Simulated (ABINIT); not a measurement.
# Beyond one shot: BaTiO3 (P4mm), part 3 of 3

Wanted: G0W0 and self-consistent gaps of BaTiO3 (P4mm), with the cost of the cycles.

ABINIT 10.8.3; PBE and many-body steps on it, plane waves. Known limits of the many-body steps: not at the basis limit; no spin-orbit coupling; coarse k mesh.

So far. Step 29 (QSGW, cycle 9): Against the cycle before, the gap moves by −0.023 eV.

### 31. Screening, 4×4×4 mesh, 56 bands, screening to 87.1 eV

This step: RPA screening on PBE from quasiparticle energies and orbitals, plane waves, norm-conserving pseudopotentials.

File run.abi:

```
acell 3*1.0 Angstrom
rprim 
  3.990480000000 0.000000000000 0.000000000000
  0.000000000000 3.990480000000 0.000000000000
  0.000000000000 0.000000000000 4.023030000000
ntypat 3
znucl 56 22 8
natom 5
typat 1 2 3 3 3
xred 
  0.000000000000 0.000000000000 0.000000000000
  0.500000000000 0.500000000000 0.522000000000
  0.500000000000 0.500000000000 0.979000000000
  0.500000000000 0.000000000000 0.488000000000
  0.000000000000 0.500000000000 0.488000000000
pp_dirpath "pseudos"
pseudos "Ba.upf, Ti.upf, O.upf"
ecut 38
ngkpt 4 4 4
nshiftk 1
shiftk 0 0 0
kptopt 1
chksymbreak 0
istwfk *1
occopt 1
irdwfk 1
optdriver 3
nband 56
ecuteps 3.2
inclvkb 2
awtr 1
symchi 1
irdqps 1
gwcalctyp 28
nqptdm 17
qptdm 
  0.2500000000 0.0000000000 0.0000000000
  0.5000000000 0.0000000000 0.0000000000
  0.2500000000 0.2500000000 0.0000000000
  0.5000000000 0.2500000000 0.0000000000
  0.5000000000 0.5000000000 0.0000000000
  0.0000000000 0.0000000000 0.2500000000
  0.2500000000 0.0000000000 0.2500000000
  0.5000000000 0.0000000000 0.2500000000
  0.2500000000 0.2500000000 0.2500000000
  0.5000000000 0.2500000000 0.2500000000
  0.5000000000 0.5000000000 0.2500000000
  0.0000000000 0.0000000000 0.5000000000
  0.2500000000 0.0000000000 0.5000000000
  0.5000000000 0.0000000000 0.5000000000
  0.2500000000 0.2500000000 0.5000000000
  0.5000000000 0.2500000000 0.5000000000
  0.5000000000 0.5000000000 0.5000000000
indata_prefix "in"
outdata_prefix "out"
tmpdata_prefix "tmp"
```

File mrgscr.stdin:

```
2
merged
q0_SCR
out_SCR
1
```

The run is started by

```
OMP_NUM_THREADS=1 mpirun -n 4 abinit run.abi > log; mrgscr < mrgscr.stdin
```

The job ended after 41 s (4 MPI ranks of Arm Neoverse V1, shared host; peak memory 1 GiB).

This step gave:

* plasma frequency: 29.34 eV
* plane waves in the screening matrix: 123

This screening reads the quasiparticle levels of the cycle before.

### 32. QSGW, cycle 10

This step: QSGW on PBE, plane waves, norm-conserving pseudopotentials.

run.abi, as its differences from that of step 31:

```diff
@@ -26,12 +26,10 @@
 irdwfk 1
-optdriver 3
+optdriver 4
 nband 56
-ecuteps 3.2
-inclvkb 2
-awtr 1
-symchi 1
-irdqps 1
 gwcalctyp 28
-nqptdm 17
-qptdm 
+ecutsigx 38
+symsigma 0
+nkptgw 18
+kptgw 
+  0.0000000000 0.0000000000 0.0000000000
   0.2500000000 0.0000000000 0.0000000000
@@ -53,2 +51,26 @@
   0.5000000000 0.5000000000 0.5000000000
+bdgw 
+  12 26
+  12 26
+  12 26
+  12 26
+  12 26
+  12 26
+  12 26
+  12 26
+  12 26
+  12 26
+  12 26
+  12 26
+  12 26
+  12 26
+  12 26
+  12 26
+  12 26
+  12 26
+ecuteps 3.2
+irdscr 1
+ppmodel 1
+irdqps 1
+rhoqpmix 0.3
 indata_prefix "in"
```

The run is started by

```
OMP_NUM_THREADS=1 mpirun -n 4 abinit run.abi > log
```

The job ended after 4 min (4 MPI ranks; peak memory 2.4 GiB; 16 min of CPU time).

Numbers from this step:

- quasiparticle gap on the mesh: 3.525 eV
- gap of the density functional on the mesh: 1.851 eV
- k of the valence top: 0.5, 0.5, 0.5
- k of the conduction bottom: 0, 0, 0
- least direct quasiparticle gap on the computed points: 3.939 eV

Against the cycle before, the gap moves by −0.029 eV.

### 33. Screening, 4×4×4 mesh, 56 bands, screening to 87.1 eV

This step: RPA screening on PBE, plane waves, norm-conserving pseudopotentials.

File run.abi:

```
acell 3*1.0 Angstrom
rprim 
  3.990480000000 0.000000000000 0.000000000000
  0.000000000000 3.990480000000 0.000000000000
  0.000000000000 0.000000000000 4.023030000000
ntypat 3
znucl 56 22 8
natom 5
typat 1 2 3 3 3
xred 
  0.000000000000 0.000000000000 0.000000000000
  0.500000000000 0.500000000000 0.522000000000
  0.500000000000 0.500000000000 0.979000000000
  0.500000000000 0.000000000000 0.488000000000
  0.000000000000 0.500000000000 0.488000000000
pp_dirpath "pseudos"
pseudos "Ba.upf, Ti.upf, O.upf"
ecut 38
ngkpt 4 4 4
nshiftk 1
shiftk 0 0 0
kptopt 1
chksymbreak 0
istwfk *1
occopt 1
irdwfk 1
optdriver 3
nband 56
ecuteps 3.2
inclvkb 2
awtr 1
symchi 1
gwcalctyp 28
mbpt_sciss 2.044 eV
nqptdm 1
qptdm 
  0 0 0
indata_prefix "in"
outdata_prefix "out"
tmpdata_prefix "tmp"
```

The job ended after 15 s (4 MPI ranks; peak memory 1.1 GiB).

Numbers from this step:

| Quantity | Value |
| --- | --- |
| ε∞ with local fields, on this mesh, along the program's q direction | 4.701 |
| the same without local fields | 5.056 |
| plasma frequency | 29.34 eV |
| plane waves in the screening matrix | 123 |

This screening uses the functional's bands under a rigid shift, the mean opening of the cycle before.

### 34. Screening, 4×4×4 mesh, 56 bands, screening to 87.1 eV

This step: RPA screening on PBE from quasiparticle energies and orbitals, plane waves, norm-conserving pseudopotentials.

run.abi, as its differences from that of step 33:

```diff
@@ -32,7 +32,23 @@
 symchi 1
+irdqps 1
 gwcalctyp 28
-mbpt_sciss 2.044 eV
-nqptdm 1
+nqptdm 17
 qptdm 
-  0 0 0
+  0.2500000000 0.0000000000 0.0000000000
+  0.5000000000 0.0000000000 0.0000000000
+  0.2500000000 0.2500000000 0.0000000000
+  0.5000000000 0.2500000000 0.0000000000
+  0.5000000000 0.5000000000 0.0000000000
+  0.0000000000 0.0000000000 0.2500000000
+  0.2500000000 0.0000000000 0.2500000000
+  0.5000000000 0.0000000000 0.2500000000
+  0.2500000000 0.2500000000 0.2500000000
+  0.5000000000 0.2500000000 0.2500000000
+  0.5000000000 0.5000000000 0.2500000000
+  0.0000000000 0.0000000000 0.5000000000
+  0.2500000000 0.0000000000 0.5000000000
+  0.5000000000 0.0000000000 0.5000000000
+  0.2500000000 0.2500000000 0.5000000000
+  0.5000000000 0.2500000000 0.5000000000
+  0.5000000000 0.5000000000 0.5000000000
 indata_prefix "in"
```

mrgscr.stdin is that of step 31.

The run is started by

```
OMP_NUM_THREADS=1 mpirun -n 4 abinit run.abi > log; mrgscr < mrgscr.stdin
```

It took 42 s on 4 MPI ranks; peak memory 1 GiB; 2.8 min of CPU time.

Numbers from this step:

| Item | Value |
| --- | --- |
| plasma frequency | 29.34 eV |
| plane waves in the screening matrix | 123 |

This screening reads the quasiparticle levels of the cycle before.

### 35. QSGW, cycle 11

This step: QSGW on PBE, plane waves, norm-conserving pseudopotentials.

run.abi, as its differences from that of step 34:

```diff
@@ -26,12 +26,10 @@
 irdwfk 1
-optdriver 3
+optdriver 4
 nband 56
-ecuteps 3.2
-inclvkb 2
-awtr 1
-symchi 1
-irdqps 1
 gwcalctyp 28
-nqptdm 17
-qptdm 
+ecutsigx 38
+symsigma 0
+nkptgw 18
+kptgw 
+  0.0000000000 0.0000000000 0.0000000000
   0.2500000000 0.0000000000 0.0000000000
@@ -53,2 +51,26 @@
   0.5000000000 0.5000000000 0.5000000000
+bdgw 
+  12 26
+  12 26
+  12 26
+  12 26
+  12 26
+  12 26
+  12 26
+  12 26
+  12 26
+  12 26
+  12 26
+  12 26
+  12 26
+  12 26
+  12 26
+  12 26
+  12 26
+  12 26
+ecuteps 3.2
+irdscr 1
+ppmodel 1
+irdqps 1
+rhoqpmix 0.3
 indata_prefix "in"
```

The run is started by

```
OMP_NUM_THREADS=1 mpirun -n 4 abinit run.abi > log
```

Run time: 4 min. Hardware: 4 MPI ranks; peak memory 2.4 GiB; 16 min of CPU time.

This step gave:

| Quantity | Value |
| --- | --- |
| quasiparticle gap on the mesh | 3.515 eV |
| gap of the density functional on the mesh | 1.851 eV |
| k of the valence top | 0.5, 0.5, 0.5 |
| k of the conduction bottom | 0, 0, 0 |
| least direct quasiparticle gap on the computed points | 3.929 eV |

Against the cycle before, the gap moves by −0.010 eV.

### 36. Side by side

Times are wall times on 4 MPI ranks of Arm Neoverse V1, shared host, good to a factor of about two. A run's time includes the screening step that it read.

```
           run   mesh  bands  screening cutoff (eV)  DFT gap (eV)  gap on the mesh (eV)  direct (eV)  ε∞ used     time
          G0W0  4×4×4     56                   87.1         1.851                 3.433        3.791     5.85     59 s
 QSGW, cycle 1  4×4×4     56                   87.1         1.851                 3.872        4.230     5.85  4.8 min
 QSGW, cycle 2  4×4×4     56                   87.1         1.851                 4.279        4.637     4.57  4.8 min
 QSGW, cycle 3  4×4×4     56                   87.1         1.851                 3.890        4.289     4.44  4.9 min
 QSGW, cycle 4  4×4×4     56                   87.1         1.851                 3.479        3.901     4.57  4.9 min
 QSGW, cycle 5  4×4×4     56                   87.1         1.851                 3.348        3.774     4.72  4.9 min
 QSGW, cycle 6  4×4×4     56                   87.1         1.851                 3.434        3.852     4.77  4.9 min
 QSGW, cycle 7  4×4×4     56                   87.1         1.851                 3.543        3.955     4.74  4.9 min
 QSGW, cycle 8  4×4×4     56                   87.1         1.851                 3.577        3.989     4.69  4.9 min
 QSGW, cycle 9  4×4×4     56                   87.1         1.851                 3.554        3.967     4.68    5 min
QSGW, cycle 10  4×4×4     56                   87.1         1.851                 3.525        3.939     4.69    5 min
QSGW, cycle 11  4×4×4     56                   87.1         1.851                 3.515        3.929     4.70    5 min
```

### 37. Summary of results

- G0W0: 3.433 eV
- QSGW, cycle 1: 3.872 eV
- QSGW, cycle 2: 4.279 eV
- QSGW, cycle 3: 3.890 eV
- QSGW, cycle 4: 3.479 eV
- QSGW, cycle 5: 3.348 eV
- QSGW, cycle 6: 3.434 eV
- QSGW, cycle 7: 3.543 eV
- QSGW, cycle 8: 3.577 eV
- QSGW, cycle 9: 3.554 eV
- QSGW, cycle 10: 3.525 eV
- QSGW, cycle 11: 3.515 eV
- known limits: not at the basis limit; no spin-orbit coupling; coarse k mesh

What this shows: Only the bands that the input lists are updated; the others, empty or deep, keep the functional's energies or take a rigid shift. QSGW ends at 3.52 eV, +0.08 eV from G0W0, after 11 cycles that took 53 min beside the first screening; the last moved the gap by 0.010 eV. Bands and cutoff are finite, so the gap is not at the basis limit. The miss can reach some tenths of an eV and take either sign; the mesh is an error of its own. The 4×4×4 mesh is coarse for this cell, which bears on the long-range parts of exchange and screening. In the updated screening the q = 0 part is built from Kohn-Sham bands under a rigid shift, the other q from the quasiparticle levels. The many-body steps are scalar-relativistic: spin-orbit coupling is not in them.

[Paths, hosts, dates, memory and timing lines, banners, echoed tables and standing remarks are left out of the program output.]

[Logs are printed without paths, hosts, clocks, repeated set-up lines and the standing remarks that a program may print on its own settings, such as how far it seeks lower states.]

[Runs of the session that timed out or met a known fault of the program may be left out.]

[Hosts, paths, dates, database ids (printed as entryN), source tags and the programs' standing remarks are cut or masked in the printed files.]

[G0W0 gaps are taken among the corrected bands and points alone; a level outside them can change the order at an edge.]

[Where Ansatz stands beside ABINIT at settings called matched, ABINIT's density can come from a denser mesh and the files from another edition; pairs whose starting gaps differed by over 0.03 eV were left out, so agreement reads better than it is.]
